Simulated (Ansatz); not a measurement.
**BeGa2 (built on the sites of a database entry of SrGa2): from the cell to its phonons**

Task: relax BeGa2 (built on the sites of a database entry of SrGa2), then find its harmonic phonons.

Main program and level: Ansatz 0.2.0; DFT LDA, scalar-relativistic, plane waves, norm-conserving pseudopotentials.

The structure was built from a prototype and need not be the compound's stable phase.

### 1. Set-up

The structure is hexagonal, space group P6/mmm (No. 191). The conventional cell has a = 3.394 Å, b = 3.394 Å, c = 3.782 Å, α = 90.00°, β = 90.00°, γ = 120.00°. Nearest to Be lie 12 Ga at 2.72 Å. Nearest to Ga lie 3 Ga at 1.96 Å and 6 Be at 2.72 Å. Farther neighbours are not listed.

### 2. Coarse relaxation

A rough relaxation comes first, because large forces or stress need no tight tolerances yet.

The input, input.yaml:

```yaml
crystal:
  lattice:
    - [3.39375, 0.0, 0.0]
    - [-1.69687, 2.93907, 0.0]
    - [0.0, 0.0, 3.78189]
  atoms:
    - { symbol: Be, position: [0.0, 0.0, 0.0] }
    - { symbol: Ga, position: [0.33333333, 0.66666667, 0.5] }
    - { symbol: Ga, position: [0.66666667, 0.33333333, 0.5] }
kpoints:
  mp_grid: { grid: [6, 6, 6] }
hamiltonian:
  xc: lda
  pseudopotentials: { kind: nc }
scf:
  occupations: { method: gaussian, width: 0.1 }
output:
  forces: true
  stress: true
  eigenvalues: true
relax:
  adjacent_minimum: "off"
  f_tol: 0.05
  max_steps: 80
  cell: { stress_tol: 0.5 }
```

Started as:

```
> ansatz run input.yaml --threads 8 --pin off --max-ram 14336MiB --backend cpu --events-out ev --progress --plain --runs-dir out
```

Numbers of over 12 decimals in the logs are rounded to 6 here.

Log:

```text
The last accepted step is kept in <dir> (removed where the run ends without a failure and the disk answers)
Engine: ansatz 0.2.0, aarch64-unknown-linux-gnu
Pseudopotentials: kind: nc
Pseudopotential: Be, nc, valence charge 4, recommended cutoff 1197.300995 eV (normal), Be.nc.azcp (PseudoDojo's, or run here from an input of PseudoDojo's: the run reads no file of this project's for it)
[...]
F+E_penalty+E_count = -4530.97418929 eV   max|allowed force component| = 1.264e-16 eV/Å   (the final SCF, on the basis selected at the relaxed cell)
  cell:  # Å, volume = 43.0586 Å³
    - [4.287059, -3.646609864628694e-6, 0.0]
    - [-2.143527, 3.712704, 0.0]
    - [0.0, 0.0, 2.705269]
  atoms:
    - { symbol: Be, position: [0, 0, 0.0] }
    - { symbol: Ga, position: [0.333333, 0.666667, 0.500000] }
    - { symbol: Ga, position: [0.666667, 0.333333, 0.500000] }
[key lines of the parts left out:]
SCF converged after 4 iterations
Free energy (F): -4530.974189 eV
Fermi energy:    11.320351 eV
P = ⅓ Tr σ = 0.0823 GPa (0.823 kbar)
```

The job ended after 9.1 s (8 threads of Arm Neoverse V2, shared host; peak memory 0.49 GiB).

Relaxation path:

```csv
step,energy less that of the first step (eV),largest force component (eV/Å),pressure (GPa),volume (Å³)
1,0.0000,0.0000,62.05,37.72
2,-1.8219,0.0000,33.59,41.01
3,-2.8623,0.0000,15.44,43.69
4,-3.3081,0.0000,2.04,45.78
5,-3.3758,0.0000,1.23,45.42
6,-3.5002,0.0000,0.79,43.63
7,-3.5092,0.0000,-0.09,43.22
8,-3.5218,0.0000,0.21,42.38
9,-3.5576,0.0000,0.62,41.52
10,-3.6478,0.0000,1.02,39.66
11,-3.6055,0.0000,0.91,37.94
12,-3.6562,0.0000,-1.09,39.17
13,-3.6575,0.0000,-0.09,39.23
14,-3.6577,0.0000,-0.08,39.16
15*,-3.8990,0.0000,11.35,39.16
16,-4.0241,0.0000,6.98,40.35
17,-4.1148,0.0000,1.04,42.62
18,-4.1171,0.0000,0.22,42.88
19,-4.1206,0.0000,0.01,43.06
20*,-4.1222,0.0000,0.08,43.06
```

Relaxation steps marked * repeat the geometry before them on a plane-wave basis chosen anew for their cell, so energy and pressure can jump there. Relaxation step 11 was tried and not accepted.

Forces are held to the 24 operations that the run works with; a distortion that breaks them can't arise in this run.

| cell as run | before | after | change |
| --- | --- | --- | --- |
| a (Å) | 3.394 | 4.287 | +26.3 % |
| b (Å) | 3.394 | 4.287 | +26.3 % |
| c (Å) | 3.782 | 2.705 | -28.5 % |
| volume (Å³/atom) | 12.57 | 14.35 | +14.1 % |

Final coordinates:

```cif
data_structure
_symmetry_space_group_name_H-M 'P 1'
_symmetry_Int_Tables_number 1
_cell_length_a 4.2871
_cell_length_b 4.2871
_cell_length_c 2.7053
_cell_angle_alpha 90.000
_cell_angle_beta 90.000
_cell_angle_gamma 120.000
_cell_volume 43.06
loop_
_atom_site_label
_atom_site_type_symbol
_atom_site_fract_x
_atom_site_fract_y
_atom_site_fract_z
_atom_site_occupancy
Be1 Be 0.00000 0.00000 0.00000 1
Ga2 Ga 0.33333 0.66667 0.50000 1
Ga3 Ga 0.66667 0.33333 0.50000 1
```

Numbers from this step:

```
pressure          : 0.08232 GPa
volume per atom   : 14.35 Å³
gap on the k-mesh : 0 eV
```

In this step the volume went from 12.57 to 14.35 Å³/atom.

### 3. Bringing the structure to rest

Harmonic phonons are second derivatives at a point where the forces vanish, and they are wanted at zero stress, so atoms and cell are relaxed first.

The input, input.yaml:

```yaml
crystal:
  lattice:
    - [4.2870593706, -3.6466e-06, 0.0]
    - [-2.1435265273, 3.7127041458, 0.0]
    - [0.0, 0.0, 2.7052686695]
  atoms:
    - { symbol: Be, position: [0.0, 0.0, 0.0] }
    - { symbol: Ga, position: [0.3333333333, 0.6666666667, 0.5] }
    - { symbol: Ga, position: [0.6666666667, 0.3333333333, 0.5] }
kpoints:
  mp_grid: { grid: [12, 12, 16] }
hamiltonian:
  xc: lda
  pseudopotentials: { kind: nc }
scf:
  occupations: { method: gaussian, width: 0.1 }
output:
  forces: true
  stress: true
  eigenvalues: true
  write_density: true
  write_potential: true
  elf: true
  volumetric_format: npy
relax:
  adjacent_minimum: "off"
  f_tol: 0.005
  max_steps: 80
  cell: { stress_tol: 0.05 }
```

Log:

```text
[...]
Crystal: 3 atoms, lattice volume = 43.059 Å³
Basis set: ecut = 1197.300995 eV, 4023 PW (Γ)
Bands: 19, of which v1, the nominal top of the filled ones, is band 15 counted from 1 (14 counted from 0)
Symmetry: 24 space group operations
[...]
k-points: 171 of 2304
[...]
SCF iter   1: F=—  HF=-4531.137328 eV  |F-HF|=—  |Δ(HF+E_count)|=         —  Δρ=3.32e-2  dr2=3.87e-1  ethr=3.10e-3  ⟨swp⟩=5.9  Hψ=16573  notcnv=0
[...]
SCF iter   7: F=-4530.978108 eV  HF=-4530.978108 eV  |F-HF|=4.12e-10  |Δ(HF+E_count)|=   1.27e-7  Δρ=4.16e-6  dr2=1.42e-9  ethr=3.33e-10  ⟨swp⟩=9.6  Hψ=23145  notcnv=0
SCF 1 converged in 7 iterations: F = -4530.978108 eV  dr2 = 1.42e-9
relax step   1: F+E_penalty+E_count = -4530.97810753 eV  Δ(F+E_penalty+E_count) = +0.000e0 eV  max|allowed force component| = 2.313e-17 eV/Å  Δτ_max = 0.0000 Å  P = +0.001 GPa  Ω = 43.059 Å³  (7 SCF iters, dr2 threshold 1.00e-7 eV, accepted)
Crystal: 3 atoms, lattice volume = 42.538 Å³
[...]
SCF iter   5: F=-4531.031965 eV  HF=-4531.031965 eV  |F-HF|=1.57e-8  |Δ(HF+E_count)|=   6.36e-8  Δρ=1.49e-5  dr2=2.67e-8  ethr=1.00e-9  ⟨swp⟩=9.7  Hψ=24860  notcnv=0
SCF 2 converged in 5 iterations: F = -4531.031965 eV  dr2 = 2.67e-8
relax step   2: F+E_penalty+E_count = -4531.03196503 eV  Δ(F+E_penalty+E_count) = -5.386e-2 eV  max|allowed force component| = 2.930e-16 eV/Å  Δτ_max = 0.0000 Å  P = +0.784 GPa  Ω = 42.538 Å³  energy of the carried Pulay correction = +5.356e-5 eV  (5 SCF iters, dr2 threshold 3.00e-7 eV, accepted)
Crystal: 3 atoms, lattice volume = 43.298 Å³
Basis set: ecut = 1197.300995 eV, 4083 PW (Γ)
[...]
SCF iter   6: F=-4531.038882 eV  HF=-4531.038882 eV  |F-HF|=1.80e-8  |Δ(HF+E_count)|=   1.04e-7  Δρ=1.21e-5  dr2=2.42e-8  ethr=1.00e-9  ⟨swp⟩=9.3  Hψ=24277  notcnv=0
SCF 3 converged in 6 iterations: F = -4531.038882 eV  dr2 = 2.42e-8
relax step   3: F+E_penalty+E_count = -4531.03888201 eV  Δ(F+E_penalty+E_count) = -6.917e-3 eV  max|allowed force component| = 2.251e-16 eV/Å  Δτ_max = 0.0000 Å  P = +0.200 GPa  Ω = 43.298 Å³  energy of the carried Pulay correction = -4.088e-5 eV  (6 SCF iters, dr2 threshold 3.00e-7 eV, accepted)
[...]
relax step   4: F+E_penalty+E_count = -4531.05422124 eV  Δ(F+E_penalty+E_count) = -1.534e-2 eV  max|allowed force component| = 4.934e-17 eV/Å  Δτ_max = 0.0000 Å  P = -0.978 GPa  Ω = 43.564 Å³  energy of the carried Pulay correction = -6.605e-5 eV  (5 SCF iters, dr2 threshold 3.00e-7 eV, accepted)
[...]
relax step   5: F+E_penalty+E_count = -4531.05495784 eV  Δ(F+E_penalty+E_count) = -7.366e-4 eV  max|allowed force component| = 1.850e-17 eV/Å  Δτ_max = 0.0000 Å  P = +0.760 GPa  Ω = 42.599 Å³  energy of the carried Pulay correction = +4.255e-5 eV  (4 SCF iters, dr2 threshold 3.00e-7 eV, accepted)
[...]
relax step   6: F+E_penalty+E_count = -4531.05621333 eV  Δ(F+E_penalty+E_count) = -1.255e-3 eV  max|allowed force component| = 1.449e-16 eV/Å  Δτ_max = 0.0000 Å  P = +0.062 GPa  Ω = 42.977 Å³  energy of the carried Pulay correction = -4.681e-7 eV  (4 SCF iters, dr2 threshold 3.00e-7 eV, accepted)
[...]
relax step   7: F+E_penalty+E_count = -4531.05621774 eV  Δ(F+E_penalty+E_count) = -4.404e-6 eV  max|allowed force component| = 1.820e-16 eV/Å  Δτ_max = 0.0000 Å  P = +0.003 GPa  Ω = 43.006 Å³  energy of the carried Pulay correction = -3.652e-6 eV  (3 SCF iters, dr2 threshold 2.54e-8 eV, accepted)
[...]
SCF iter   4: F=-4531.056385 eV  HF=-4531.056385 eV  |F-HF|=2.18e-11  |Δ(HF+E_count)|=  4.27e-11  Δρ=3.05e-7  dr2=2.78e-11  ethr=1.00e-12  ⟨swp⟩=6.5  Hψ=17308  notcnv=0
SCF 8 converged in 4 iterations: F = -4531.056385 eV  dr2 = 2.78e-11
relax step   8: F+E_penalty+E_count = -4531.05638516 eV  Δ(F+E_penalty+E_count) = -1.674e-4 eV  max|allowed force component| = 1.457e-16 eV/Å  Δτ_max = 0.0000 Å  P = +0.011 GPa  Ω = 43.006 Å³  stress off target by 1.49e-2 GPa  SCF on the basis re-selected at this cell (its energy is not comparable with the rows above)  (4 SCF iters)
[...]
SCF converged after 4 iterations
Free energy (F): -4531.056385 eV
[...]
Internal energy: -4531.052439 eV  (E = F + TS)
E sigma→0 (E₀):  -4531.054412 eV
Entropy (-TS):   -0.003946 eV (-1.315 meV/atom)
Fermi energy:    11.373597 eV
[...]
--- Stress (GPa, compression-positive) ---
        0.014876      -0.000000      -0.000000
       -0.000000       0.014876      -0.000000
       -0.000000      -0.000000       0.002720
  P = ⅓ Tr σ = 0.0108 GPa (0.108 kbar)
--- Band table (eV; the first three rows and the last of 171) ---
  k-point 0: bands = [... 11 lower, -0.6977, 8.8303, 9.4315, 9.4315, 10.0427, 10.0427, 11.4393, 19.6141]
  k-point 1: bands = [... 11 lower, -0.6103, 8.9042, 9.5291, 9.5291, 10.1300, 10.1300, 11.4821, 18.6174]
  k-point 2: bands = [... 11 lower, -0.3462, 9.1277, 9.8184, 9.8184, 10.3913, 10.3913, 11.6068, 16.6629]
  k-point 170: bands = [... 11 lower, 7.7226, 7.7226, 8.1164, 8.4204, 8.4204, 11.6306, 16.3250, 17.2667]
--- Relaxed structure (7 steps of the walk, 7 accepted, 1 SCFs on fresh bases) ---
[...]
cell:  # Å, volume = 43.0062 Å³
    - [4.405212, -3.7470724344829242e-6, 0]
    - [-2.202603, 3.815027, -1.821573245360339e-18]
    - [0, -1.3272926784334969e-18, 2.558980]
  atoms:
    - { symbol: Be, position: [0, 0, 0] }
    - { symbol: Ga, position: [0.333333, 0.666667, 0.500000] }
    - { symbol: Ga, position: [0.666667, 0.333333, 0.500000] }
```

Wall time 23 s (8 threads); peak memory 0.82 GiB; 2.9 min of CPU time.

Step by step:

| step | energy less that of the first step (eV) | largest force component (eV/Å) | pressure (GPa) | volume (Å³) |
| --- | --- | --- | --- | --- |
| 1 | 0.0000 | 0.0000 | 0.00 | 43.06 |
| 2 | -0.0539 | 0.0000 | 0.78 | 42.54 |
| 3 | -0.0608 | 0.0000 | 0.20 | 43.30 |
| 4 | -0.0761 | 0.0000 | -0.98 | 43.56 |
| 5 | -0.0768 | 0.0000 | 0.76 | 42.60 |
| 6 | -0.0781 | 0.0000 | 0.06 | 42.98 |
| 7 | -0.0781 | 0.0000 | 0.00 | 43.01 |
| 8* | -0.0783 | 0.0000 | 0.01 | 43.01 |

Relaxation steps marked * repeat the geometry before them on a plane-wave basis chosen anew for their cell, so energy and pressure can jump there.

Forces are held to the 24 operations that the run works with; a distortion that breaks them can't arise in this run.

```csv
"conventional cell, symmetrised",before,after,change
a (Å),4.287,4.405,+2.8 %
b (Å),4.287,4.405,+2.8 %
c (Å),2.705,2.559,-5.4 %
volume (Å³/atom),14.35,14.34,-0.1 %
```

The relaxed structure:

```cif
data_structure
_symmetry_space_group_name_H-M 'P 1'
_symmetry_Int_Tables_number 1
_cell_length_a 4.4052
_cell_length_b 4.4052
_cell_length_c 2.5590
_cell_angle_alpha 90.000
_cell_angle_beta 90.000
_cell_angle_gamma 120.000
_cell_volume 43.01
loop_
_atom_site_label
_atom_site_type_symbol
_atom_site_fract_x
_atom_site_fract_y
_atom_site_fract_z
_atom_site_occupancy
Be1 Be 0.00000 0.00000 0.00000 1
Ga2 Ga 0.33333 0.66667 0.50000 1
Ga3 Ga 0.66667 0.33333 0.50000 1
```

This step gave:

* pressure: 0.01082 GPa
* volume per atom: 14.34 Å³

Valence density in the ab plane at fractional z = 0.500, with atoms of Ga within 0.2 Å of it. It is the smooth field of the valence electrons, not physical close to the nuclei.

Ten even steps from '_' (0 e/Å³) to '@' (10 e/Å³), each cell a mean:
```
____________________________
____________________________
________::**++..____________
______--%%%%@@..____________
____..%%++****______________
____..@@@@##..______________
____..----..________....____
________________..**@@++____
______________..##**%%**____
______________--@@++%%::____
______________--@@%%--______
______________......________
____________________________
____________________________
```
Columns run along a (4.4 Å), rows up along b (4.4 Å). Atoms in or near the plane, at fractional coordinates: Ga at (0.33, 0.67), Ga at (0.67, 0.33).

Electrostatic potential energy in the ab plane at fractional z = 0.500, with atoms of Ga within 0.2 Å of it. With pseudopotentials it is smooth inside the atoms' cores, unlike the true potential.

Ten even steps from '_' (-55 eV) to '@' (13 eV), each cell a mean:
```
@@@@@@@@@@@@%%%%@@@@@@@@@@@@
@@@@@@@@%%##**##%%@@@@@@@@@@
@@@@@@%%++--==**%%@@@@@@@@@@
@@@@%%==..__::++%%@@@@@@@@@@
@@%%**::____--##@@@@@@@@@@@@
@@%%++::__::**%%@@@@%%%%%%@@
@@%%**==++**%%@@%%##++**##%%
@@%%%%##%%%%@@%%**--::==**%%
@@@@@@@@@@@@%%**::____--##@@
@@@@@@@@@@@@%%++____..++%%@@
@@@@@@@@@@@@##==::::==%%@@@@
@@@@@@@@@@@@%%**++**%%@@@@@@
@@@@@@@@@@@@%%%%%%%%@@@@@@@@
@@@@@@@@@@@@@@@@@@@@@@@@@@@@
```
Columns run along a (4.4 Å; values clipped at the 3rd and 97th percentile), rows up along b (4.4 Å). Atoms in or near the plane, at fractional coordinates: Ga at (0.33, 0.67), Ga at (0.67, 0.33).

ELF in the ab plane at fractional z = 0.500, with atoms of Ga within 0.2 Å of it. It is the smooth field of the valence electrons, not physical close to the nuclei.

Values, 14 rows by 14 columns, each cell a mean:
```
0.63 0.56 0.46 0.40 0.38 0.35 0.32 0.32 0.36 0.39 0.41 0.48 0.58 0.64
0.54 0.47 0.41 0.35 0.26 0.21 0.19 0.19 0.28 0.38 0.42 0.48 0.55 0.58
0.44 0.41 0.35 0.22 0.27 0.40 0.40 0.21 0.24 0.37 0.41 0.45 0.48 0.48
0.40 0.37 0.23 0.31 0.30 0.14 0.40 0.25 0.27 0.38 0.40 0.41 0.42 0.41
0.40 0.31 0.21 0.38 0.08 0.11 0.37 0.21 0.34 0.40 0.38 0.37 0.38 0.39
0.40 0.26 0.25 0.42 0.27 0.38 0.24 0.29 0.40 0.34 0.27 0.24 0.28 0.36
0.39 0.26 0.19 0.34 0.32 0.22 0.29 0.38 0.29 0.21 0.25 0.21 0.19 0.32
0.40 0.30 0.21 0.19 0.22 0.31 0.38 0.29 0.24 0.37 0.40 0.40 0.19 0.32
0.40 0.37 0.34 0.34 0.37 0.40 0.31 0.22 0.38 0.11 0.14 0.40 0.21 0.35
0.40 0.40 0.40 0.40 0.40 0.37 0.22 0.32 0.27 0.08 0.30 0.27 0.26 0.38
0.43 0.45 0.45 0.42 0.40 0.34 0.19 0.34 0.42 0.38 0.31 0.22 0.35 0.40
0.52 0.54 0.51 0.45 0.40 0.34 0.21 0.19 0.25 0.21 0.23 0.35 0.41 0.46
0.62 0.61 0.54 0.45 0.40 0.37 0.30 0.26 0.26 0.31 0.37 0.41 0.47 0.56
0.67 0.62 0.52 0.43 0.40 0.40 0.40 0.39 0.40 0.40 0.40 0.44 0.54 0.63
```
Columns run along a (4.4 Å), rows up along b (4.4 Å). Atoms in or near the plane, at fractional coordinates: Ga at (0.33, 0.67), Ga at (0.67, 0.33).

In this step the volume went from 14.35 to 14.34 Å³/atom.

### 4. Relaxing to small forces for the phonons

Phonons need a cell at rest on their own settings, so the relaxation is repeated with tight tolerances on forces and stress on the k mesh and occupations of the first response run.

The input, input.yaml:

```yaml
crystal:
  lattice:
    - [4.4052116158, -3.7471e-06, 0.0]
    - [-2.2026025628, 3.8150270418, 0.0]
    - [0.0, 0.0, 2.5589797663]
  atoms:
    - { symbol: Be, position: [0.0, 0.0, 0.0] }
    - { symbol: Ga, position: [0.3333333333, 0.6666666667, 0.5] }
    - { symbol: Ga, position: [0.6666666667, 0.3333333333, 0.5] }
kpoints:
  mp_grid: { grid: [12, 12, 16] }
hamiltonian:
  xc: lda
  pseudopotentials: { kind: nc }
scf:
  occupations: { method: methfessel_paxton, width: 0.2 }
output:
  forces: true
  stress: true
  eigenvalues: true
relax:
  adjacent_minimum: "off"
  f_tol: 0.001
  max_steps: 60
  cell: { stress_tol: 0.01 }
```

Log:

```text
[...]
Crystal: 3 atoms, lattice volume = 43.006 Å³
Basis set: ecut = 1197.300995 eV, 4011 PW (Γ)
Bands: 19, of which v1, the nominal top of the filled ones, is band 15 counted from 1 (14 counted from 0)
Symmetry: 24 space group operations
[...]
k-points: 171 of 2304
[...]
--- Relaxed structure (3 steps of the walk, 3 accepted, 1 SCFs on fresh bases) ---
[...]
cell:  # Å, volume = 43.0202 Å³
    - [4.408580, -3.7499748756713178e-6, 0]
    - [-2.204287, 3.817944, 0]
    - [0, 0, 2.555901]
  atoms:
    - { symbol: Be, position: [0, 0, 0] }
    - { symbol: Ga, position: [0.333333, 0.666667, 0.500000] }
    - { symbol: Ga, position: [0.666667, 0.333333, 0.500000] }
[key lines of the parts left out:]
SCF converged after 4 iterations
Free energy (F): -4531.054197 eV
Fermi energy:    11.370573 eV
P = ⅓ Tr σ = -0.0002 GPa (-0.002 kbar)
```

It took 11 s on 8 threads; peak memory 0.81 GiB.

Step by step:

```csv
step,energy less that of the first step (eV),largest force component (eV/Å),pressure (GPa),volume (Å³)
1,0.0000,0.0000,0.01,43.01
2,0.0000,0.0000,0.00,43.01
3,0.0000,0.0000,0.00,43.02
4*,0.0000,0.0000,0.00,43.02
```

Relaxation steps marked * repeat the geometry before them on a plane-wave basis chosen anew for their cell, so energy and pressure can jump there.

Forces are held to the 24 operations that the run works with; a distortion that breaks them can't arise in this run.

| conventional cell, symmetrised | before | after | change |
| --- | --- | --- | --- |
| a (Å) | 4.405 | 4.409 | +0.1 % |
| b (Å) | 4.405 | 4.409 | +0.1 % |
| c (Å) | 2.559 | 2.556 | -0.1 % |
| volume (Å³/atom) | 14.34 | 14.34 | +0.0 % |

Final coordinates:

```xyz
3
Lattice="4.4086 0.0000 0.0000 -2.2043 3.8179 0.0000 0.0000 0.0000 2.5559" Properties=species:S:1:pos:R:3 pbc="T T T"
Be    0.0000    0.0000    0.0000
Ga    0.0000    2.5453    1.2780
Ga    2.2043    1.2726    1.2780
```

Numbers from this step:

| Property | Result |
| --- | --- |
| pressure | -1.73e-4 GPa |

The forces vanish by symmetry and the pressure is 0.000 GPa, within the tolerances set. The cell now holds 14.34 Å³/atom.

(Continued in part 2 of 2.)

[Logs are printed without paths, hosts, clocks, repeated set-up lines and the standing remarks that a program may print on its own settings, such as how far it seeks lower states.]

[Hosts, paths, dates, database ids (printed as entryN), source tags and the programs' standing remarks are cut or masked in the printed files.]
